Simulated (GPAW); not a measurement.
**CsH (honeycomb monolayer): G0W0 on several meshes in GPAW**

How does the mesh move the gap of CsH (honeycomb monolayer)?

Main program and level: GPAW 26.7.0; LDA and many-body steps on it, plane waves.

This is a report of a sequence of runs, with most program output left out.

## Step 1: The structure

The cell holds 2 atoms: 1 Cs and 1 H. Cell: a = 4.908 Å, b = 4.908 Å, c = 11.400 Å, α = 90.0°, β = 90.0°, γ = 120.0°. Vacuum lies along c.

As a file:

```
Cs H
1.0
     4.90771    0.00000    0.00000
    -2.45386    4.25020    0.00000
     0.00000    0.00000   11.40000
Cs H
1 1
Direct
  0.33333 0.66667 0.49946
  0.66667 0.33333 0.50054
```

The structure was relaxed with LDA. The runs that relaxed it are not among those shown. Spin-orbit coupling is left out unless a step names it.

## Step 2: Empty states on the mesh, 6×6×1 mesh, 396 bands

This step: GPAW 26.7.0; DFT, LDA, plane waves, PAW.

The sums over transitions need many empty states on a uniform mesh; this step solves for them.

run.py

```python
import json
import numpy as np
from gpaw.mpi import world
from gpaw import GPAW

calc = GPAW('gs.gpw').fixed_density(kpts={'size': (6, 6, 1), 'gamma': True},
    nbands=462,
    convergence={'bands': 396},
    txt='nscf.txt')
calc.write('full.gpw', mode='all')
res = {}
kpts = calc.get_ibz_k_points()
res['kpts'] = kpts
res['eigenvalues'] = [calc.get_eigenvalues(kpt=k) for k in range(len(kpts))]
res['n_electrons'] = calc.get_number_of_electrons()

if world.rank == 0:
    with open('result.json', 'w') as f:
        json.dump(res, f, default=lambda x: x.tolist())
```

On the command line:

```
> mpirun -n 4 gpaw python run.py
```

Run time: 7.6 min. Hardware: 4 MPI ranks of Arm Neoverse V1, shared host; peak memory 2 GiB.

Numbers from this step:

| Item | Value |
| --- | --- |
| gap | 2.450 eV |
| k of the valence top | 0.3333, 0.3333, 0 |
| k of the conduction bottom | 0, 0, 0 |
| least direct gap | 3.238 eV |
| k points computed | 7 |
| lowest point of the top converged band, above the valence top | 79.8786 eV |

On this mesh the gap is 2.450 eV.

## Step 3: 6×6×1

G0W0 replaces the xc potential by the self-energy, built once from these orbitals. Only a window of levels is corrected, while the sums run over the empty bands that the input names.

This step: G0W0 on LDA, plane waves, PAW.

run.py

```python
import json
import numpy as np
from gpaw.mpi import world
from gpaw.response.g0w0 import G0W0

gw = G0W0('full.gpw',
    filename='gw',
    kpts=[0, 2, 4],
    bands=(3, 7),
    ecut=48,
    nbands=179,
    truncation='2D',
    integrate_gamma='sphere',
    q0_correction=True,
    frequencies={'type': 'nonlinear', 'domega0': 0.15, 'omega2': 15.0},
    eta=0.1,
    nblocksmax=True)
gw.calculate()
res = {mode: {k: v for k, v in r.items() if k != 'sigma_eskwn'}
       for mode, r in gw.all_results.items()}

if world.rank == 0:
    with open('result.json', 'w') as f:
        json.dump(res, f, default=lambda x: x.tolist())
```

On the command line:

```
> mpirun -n 4 gpaw python run.py
```

Run time: 1.8 min. Hardware: 4 MPI ranks; peak memory 2 GiB; 7.4 min of CPU time.

This step gave:

| Quantity | Value |
| --- | --- |
| G0W0 gap on the points computed | 4.845 eV |
| least direct G0W0 gap on the computed points | 5.864 eV |
| Z at the valence top | 0.7506 |
| Z at the conduction bottom | 0.9012 |
| starting gap on the mesh | 2.450 eV |
| k of the valence top | 0.3333, 0.3333, 0 |
| k of the conduction bottom | 0, 0, 0 |

The gap on the mesh goes from 2.45 eV to 4.85 eV, a correction of +2.40 eV.

## Step 4: Empty states on the mesh, 3×3×1 mesh, 189 bands

This step: DFT, LDA, plane waves, PAW.

run.py

```python
import json
import numpy as np
from gpaw.mpi import world
from gpaw import GPAW

calc = GPAW('gs.gpw').fixed_density(kpts={'size': (3, 3, 1), 'gamma': True},
    nbands=220,
    convergence={'bands': 189},
    txt='nscf.txt')
calc.write('full.gpw', mode='all')
res = {}
kpts = calc.get_ibz_k_points()
res['kpts'] = kpts
res['eigenvalues'] = [calc.get_eigenvalues(kpt=k) for k in range(len(kpts))]
res['n_electrons'] = calc.get_number_of_electrons()

if world.rank == 0:
    with open('result.json', 'w') as f:
        json.dump(res, f, default=lambda x: x.tolist())
```

On the command line:

```
> mpirun -n 4 gpaw python run.py
```

Elapsed: 51 s, on 4 MPI ranks; peak memory 0.91 GiB; 3.4 min of CPU time.

This step gave:

```
gap                                                           : 2.450 eV
k of the valence top                                          : 0.3333, 0.3333, 0
k of the conduction bottom                                    : 0, 0, 0
least direct gap                                              : 3.264 eV
k points computed                                             : 3
lowest point of the top converged band, above the valence top : 48.68 eV
```

On this mesh the gap is 2.450 eV.

## Step 5: 3×3×1

This step: G0W0 on LDA, plane waves, PAW.

run.py

```python
import json
import numpy as np
from gpaw.mpi import world
from gpaw.response.g0w0 import G0W0

gw = G0W0('full.gpw',
    filename='gw',
    kpts=[0, 1, 2],
    bands=(3, 7),
    ecut=48,
    nbands=179,
    truncation='2D',
    integrate_gamma='sphere',
    q0_correction=True,
    frequencies={'type': 'nonlinear', 'domega0': 0.15, 'omega2': 15.0},
    eta=0.1,
    nblocksmax=True)
gw.calculate()
res = {mode: {k: v for k, v in r.items() if k != 'sigma_eskwn'}
       for mode, r in gw.all_results.items()}

if world.rank == 0:
    with open('result.json', 'w') as f:
        json.dump(res, f, default=lambda x: x.tolist())
```

On the command line:

```
> mpirun -n 4 gpaw python run.py
```

Run time: 27 s. Hardware: 4 MPI ranks; peak memory 1.4 GiB.

This step gave:

```
G0W0 gap on the points computed              : 4.830 eV
least direct G0W0 gap on the computed points : 5.909 eV
Z at the valence top                         : 0.7656
Z at the conduction bottom                   : 0.9137
starting gap on the mesh                     : 2.450 eV
k of the valence top                         : 0.3333, 0.3333, 0
k of the conduction bottom                   : 0, 0, 0
```

Against G0W0 in GPAW (6×6×1 mesh, 179 bands, screening to 48 eV, full frequency, Hilbert transform), the gap moves by −0.015 eV.

## Step 6: Side by side

Times are wall times on 4 MPI ranks of Arm Neoverse V1, shared host, good to a factor of about two.

| run | mesh | bands | screening cutoff (eV) | DFT gap (eV) | gap on the mesh (eV) | direct (eV) | time |
| --- | --- | --- | --- | --- | --- | --- | --- |
| 6×6×1 | 6×6×1 | 179 | 48 | 2.450 | 4.845 | 5.864 | 1.8 min |
| 3×3×1 | 3×3×1 | 179 | 48 | 2.450 | 4.830 | 5.909 | 27 s |

## Step 7: Summary of results

```yaml
6x6x1: 4.845 eV
3x3x1: 4.830 eV
known_limits: not at the basis limit; no spin-orbit coupling
```

**Reading.** 3×3×1: −0.015 eV against 6×6×1. Bands and cutoff are finite, so the gap is not at the basis limit. The miss can reach some tenths of an eV and take either sign; the mesh is an error of its own. These stock PAW sets were not made for GW. In the G0W0 runs levels were corrected at 3 k points alone, so a gap called «on the mesh» is the least over those, and an edge elsewhere would be missed. The many-body steps are scalar-relativistic: spin-orbit coupling is not in them.

[Paths, hosts, dates, memory and timing lines, banners, echoed tables and standing remarks are left out of the program output.]

[Logs are printed without paths, hosts, clocks, repeated set-up lines and the standing remarks that a program may print on its own settings, such as how far it seeks lower states.]

[Runs of the session that timed out or met a known fault of the program may be left out.]

[Hosts, paths, dates, database ids (printed as entryN), source tags and the programs' standing remarks are cut or masked in the printed files.]
